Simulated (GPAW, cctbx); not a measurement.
# Bonding in CsRb2VCl6 as X-rays see it

Question: by how much does bonding change the X-ray structure factors of CsRb2VCl6, how firmly does DFT give the change, and what does a routine refinement make of it?

The cell comes from substitution in a known structure type and wasn't matched to any measured phase. All numbers below are calculated.

**1. Relax the structure**

The density hangs on the geometry, so cell and atoms are relaxed first, with the symmetry held. The cutoff is set higher than for the density because stress converges slowly with plane waves.

Settings: GPAW 26.7.0, PBE, 570 eV, 3×3×3 k-points, Fermi–Dirac width 0.05 eV, spin-polarised, BFGS to 0.03 eV/Å.

```text
cell
1.0
     0.000000000    5.461500000    5.461500000
     5.461500000    0.000000000    5.461500000
     5.461500000    5.461500000    0.000000000
Cs Rb V Cl
1 2 1 6
Direct
0.500000000 0.500000000 0.500000000
0.750000000 0.750000000 0.750000000
0.250000000 0.250000000 0.250000000
0.000000000 0.000000000 0.000000000
0.790200000 0.209800000 0.209800000
0.790200000 0.209800000 0.790200000
0.209800000 0.790200000 0.209800000
0.790200000 0.790200000 0.209800000
0.209800000 0.790200000 0.790200000
0.209800000 0.209800000 0.790200000
```

```console
$ OMP_NUM_THREADS=1 mpirun -n 4 gpaw python run.py > gpaw.log
```

```text
BFGS:    0      -38.171953        1.014189
BFGS:    1      -38.265377        0.762662
BFGS:    2      -38.419876        0.303659
BFGS:    3      -38.426944        0.267272
...
BFGS:    7      -38.520010        0.238287
BFGS:    8      -38.536698        0.096172
BFGS:    9      -38.539231        0.013075
cell  7.9538 7.9538 7.9538  60.00 60.00 60.00
volume 355.809 A^3, largest force 0.013 eV/A, largest stress 0.05 GPa
```

After 9 steps the volume has changed by +9.2 % and the energy by -0.367 eV; the largest stress left is 0.05 GPa. It took 3.7 min on 4 cores of AMD EPYC 9R14 (Zen 4) (shared host), peak memory 2.3 GiB.

Relaxed structure: Fm-3m (no. 225), a = 11.2484 Å, b = 11.2484 Å, c = 11.2484 Å, α = 90.00°, β = 90.00°, γ = 90.00°.

| atom | mult. | x | y | z |
| --- | --- | --- | --- | --- |
| Cs1 | 4 | 1/2 | 0 | 0 |
| Rb1 | 8 | 1/4 | 1/4 | 3/4 |
| V1 | 4 | 0 | 0 | 0 |
| Cl1 | 24 | 0.2128 | 0 | 0 |

**2. Density and charge transfer**

X-rays see the whole electron density, so the PAW density is rebuilt with its core regions. Subtracting spherical free atoms from the same code cancels the cores and leaves the deformation density Δρ, the part due to bonding.

Settings: PBE, 450 eV, 3×3×3 k-points, Fermi–Dirac width 0.05 eV, spin-polarised; primitive cell of 10 atoms.

```console
$ OMP_NUM_THREADS=1 mpirun -n 4 gpaw python run.py > gpaw.log
```

```text
|iter:   1|       0s |  -39.158768 | +0.01 |       |  +2.0082|
|iter:   2|       1s |  -39.017001 | -1.26 | -1.23 |  +2.0078|
|iter:   3|       2s |  -38.386089 | -1.10 | -1.28 |  +2.0043|
...
|iter:  10|      11s |  -38.386553c| -6.26 | -4.29c|  +2.0000|
|iter:  11|      12s |  -38.386554c| -6.95 | -4.63c|  +2.0000|
|iter:  12|      13s |  -38.386554c| -7.49c| -5.15c|  +2.0000|
```

```text
grid (80, 80, 80)  electrons 254.000  moved by bonding 1.877 e
deformation density beyond 0.5 A of the nuclei: max 0.206, min -0.315 e/A^3
atom        x       y       z   Voronoi charge  moment
Cs1    0.5000  0.5000  0.5000      0.109      -0.00
Rb2    0.7500  0.7500  0.7500      0.365       0.00
Rb3    0.2500  0.2500  0.2500      0.365       0.00
V 4    0.0000  0.0000  0.0000      0.173       1.80
Cl5    0.7872  0.2128  0.2128     -0.169      -0.01
Cl6    0.7872  0.2128  0.7872     -0.169      -0.01
Cl7    0.2128  0.7872  0.2128     -0.169      -0.01
Cl8    0.7872  0.7872  0.2128     -0.169      -0.01
Cl9    0.2128  0.7872  0.7872     -0.169      -0.01
Cl10   0.2128  0.2128  0.7872     -0.169      -0.01
mean inner potential of superposed free atoms 10.122 V
total magnetic moment 2.000 muB
```

Deformation density in a plane through the shortest contact of the V atom at the origin, in 0.01 e/Å³ (clipped at ±99); x from -1.6 to 4.0 Å, y from 2.4 down to -2.4 Å:

```text
  0   2   4   1   .   .   3   3   1   0  -1  -1  -1  -1  -1   0
  0   1   2  -1   .  -2   1   1   0   0  -1   0  -1  -1  -1  -1
  0   0   2   6  10   9   4   1   0   0   0   0   0   0  -1  -1
  0  -1   0   3   7   6   2  -1  -1   0   1   2   2   1   0  -1
  2   0  -2  -3  -7  -4  -3  -1   1   2   2   5   4   2   1   0
  7   5  -3   5   .   0  -1   0   7   4  -3   .   1   2   1   0
 10   8  -5 -46   .   . -19   1  11   5   .   .  -5   0   1   0
  7   5  -3   5   .   2  -1   0   7   4  -3   .   1   2   1   0
  2   0  -2  -3  -7  -4  -3  -1   1   2   2   5   4   2   1   0
  0  -1   0   3   7   6   2  -1  -1   0   1   2   2   1   0  -1
  0   0   2   6  10   9   4   1   0   0   0   0   0   0  -1  -1
  0   1   2  -1   .  -2   1   1   0   0   0   0  -1  -1  -1  -1
  0   2   4   1   .   .   3   3   1   0  -1  -1  -1  -1  -1   0
```

Atoms in or within 0.15 Å of the plane: V (0.0, 0.0), Cl (2.4, 0.0), Cl (0.0, 2.4), Cl (0.0, -2.4) Å. Dots mark points within about 0.45 Å of a nucleus; large values next to them are atomic features.

Cl gains most (-0.17 e) and Rb loses most (+0.36 e); Cl is the most electronegative element, but the order of the others doesn't follow electronegativity. Such charges fall far short of formal ones, since overlapping free atoms already put density on their neighbours. Along the shortest contact from the V atom at the map's origin, V–Cl at 2.39 Å, Δρ is +0.07 e/Å³ at the midpoint and highest, +0.11, 1.55 Å from V (points within 0.5 Å of a nucleus left out): little sits at the middle, as in a polar contact, whose build-up shifts to the more electronegative atom. At the midpoints of other shortest contacts it is 0.00 (Cs–Cl, 3.23 Å) and -0.01 (Cl–Cl, 3.38 Å) e/Å³. Point values carry grid noise of about 0.01 e/Å³. The cell's moment is 2.00 μB; the largest inside an atomic sphere is 1.80 μB. The run needed 12 iterations, 26 s.

**3. Structure factors**

The Fourier components of Δρ, added to those of the free atoms, give the static X-ray structure factors; the Mott–Bethe relation turns them into the Fourier components V of the potential that fast electrons feel.

```text
static structure factors of the conventional cell: F in electrons, V (Mott-Bethe) in volts
   h  k  l      d  |F| table  |F| free   |F| DFT   change   |V| free  |V| DFT  change %
   1  1  1  6.4943    34.418    34.526    33.745   -0.780     0.139    0.033    -76.3
   0  2  0  5.6242   151.545   151.558   154.067    2.508     1.531    1.276    -16.7
   0  2  2  3.9769   445.511   445.763   444.317   -1.446     2.823    2.896      2.6
   1  3  1  3.3915   134.805   134.942   135.409    0.467     0.659    0.642     -2.6
   2  2  2  3.2471   278.250   278.488   282.005    3.517     2.368    2.249     -5.0
   0  4  0  2.8121   758.783   758.892   761.536    2.644     5.141    5.074     -1.3
   1  3  3  2.5806   211.578   212.054   212.757    0.702     1.285    1.270     -1.2
   0  4  2  2.5152    76.154    76.018    76.313    0.295     0.720    0.714     -0.8
   2  4  2  2.2961   355.733   355.443   355.589    0.145     1.537    1.534     -0.2
   3  3  3  2.1648   275.451   276.175   276.833    0.658     1.736    1.726     -0.6
   1  5  1  2.1648    19.685    19.499    19.750    0.251     0.613    0.610     -0.6
   0  4  4  1.9885   626.341   626.688   625.969   -0.719     3.551    3.560      0.3
   1  5  3  1.9013    57.552    57.827    58.039    0.212     0.015    0.012        -
   2  4  4  1.8747    31.325    31.244    30.634   -0.610     0.282    0.289      2.5
```

The largest X-ray change is +3.52 e on 222, 1.3 % of |F|. For electrons V goes as (Z − F)/g², so a change of F counts against Z − F, which is small at low angle and wherever the atoms' terms cancel: |V| of 111 moves by -76.3 % (0.14 to 0.03 V) against -2.3 % in |F|. These compare absolute values; so weak a component may also change sign. The tabulated Hartree–Fock atoms differ from the free DFT atoms by up to 0.72 e, so the choice of reference atom matters too.

**4. The functional ladder**

The same geometry is run with other functionals, to see whether the bonding signal is larger than the spread between approximations. Free atoms are LDA for LDA and PBE otherwise; meta-GGAs and hybrids keep PBE cores. Any other changed setting is in the row's label.

| run | ΔF 222 (e) | ΔF 040 (e) | ΔF 020 (e) | q(Cl) (e) | moved (e) | time |
| --- | --- | --- | --- | --- | --- | --- |
| PBE | +3.517 | +2.644 | +2.508 | -0.169 | 1.877 | 26 s |
| LDA | +3.061 | +2.225 | +2.402 | -0.160 | 1.710 | 22 s |
| SCAN | +3.807 | +2.713 | +2.421 | -0.185 | 2.077 | 49 s |

At the base's settings ΔF(222) spans +3.061 to +3.807 e, a spread of 21 % of the PBE value; over the three listed reflections the spread is at most 21 %, so sign and size hold across the functionals. Times are from shared hosts.

**5. What a spherical-atom refinement makes of it**

Routine crystallography fits spherical atoms. To see the bias, intensities are simulated from tabulated atoms plus the DFT change ΔF, so that bonding alone can misfit (16360 reflections of the full sphere, merged to the counts below, to 0.45 Å, 1.5 % proportional noise plus counting noise, assumed isotropic U as listed, Δρ smeared by the mean U) and refined with cctbx over different ranges.

| range | data | R1 | GooF | U Cs1 (true 0.0044) | U Rb1 (true 0.0051) | U V1 (true 0.0061) | U Cl1 (true 0.0067) | largest shift (Å) | Δρ max, min (e/Å³) |
| --- | --- | --- | --- | --- | --- | --- | --- | --- | --- |
| all data | 469 | 0.0034 | 1.09 | 0.0044 | 0.0051 | 0.0061 | 0.0067 | 0.0001 | 0.24, -0.30 |
| low resolution, d > 0.84 | 93 | 0.0031 | 1.38 | 0.0044 | 0.0051 | 0.0061 | 0.0067 | 0.0001 | 0.13, -0.08 |
| high order, d < 0.75 | 347 | 0.0038 | 1.02 | 0.0044 | 0.0051 | 0.0061 | 0.0067 | 0.0001 | 0.20, -0.26 |
| occupancies free, d > 0.7 | 144 | 0.0030 | 1.22 | 0.0044 | 0.0051 | 0.0062 | 0.0066 | 0.0000 | 0.13, -0.10 |

With all data GooF is 1.09, diluted by the many high-angle data; the misfit shows at low resolution; the top residual peak lies 0.57 Å from V and 2.12 Å from Cl. No U is off by more than 3 s.u. at low resolution. With Cs1 held at 1 and the scale free, the other occupancies refine to Rb1 0.999(0.001), V1 1.001(0.002) and Cl1 0.998(0.001), within three s.u. of full.

**6. Answer**

Bonding moves 1.88 e in the primitive cell of CsRb2VCl6 and changes the structure factors of the conventional cell in the table above by at most 3.52 e (222, 1.3 %), and among reflections above 2 % of the strongest by up to 2.3 % (111). The shortest bond, V–Cl, has Δρ = +0.07 e/Å³ at its midpoint, low for a shared bond; with the charge transfer this is a polar contact. At the base's settings ΔF(222) spans +3.061 to +3.807 e, a spread of 21 % of the PBE value; over the three listed reflections the spread is at most 21 %, so sign and size hold across the functionals. With all data GooF is 1.09, diluted by the many high-angle data. Limits: static density, frozen cores, no spin–orbit coupling; a ferromagnetic start is the only order tried, and the real ground state may be antiferromagnetic or insulating; no Hubbard U on V.

[Outputs are excerpts: Python notices, other lines and further rows are left out; steps that failed or that the build refused (PBEsol, TPSS) are not shown.]

[Logs are printed without paths, hosts, clocks, repeated set-up lines and the standing remarks that a program may print on its own settings, such as how far it seeks lower states.]
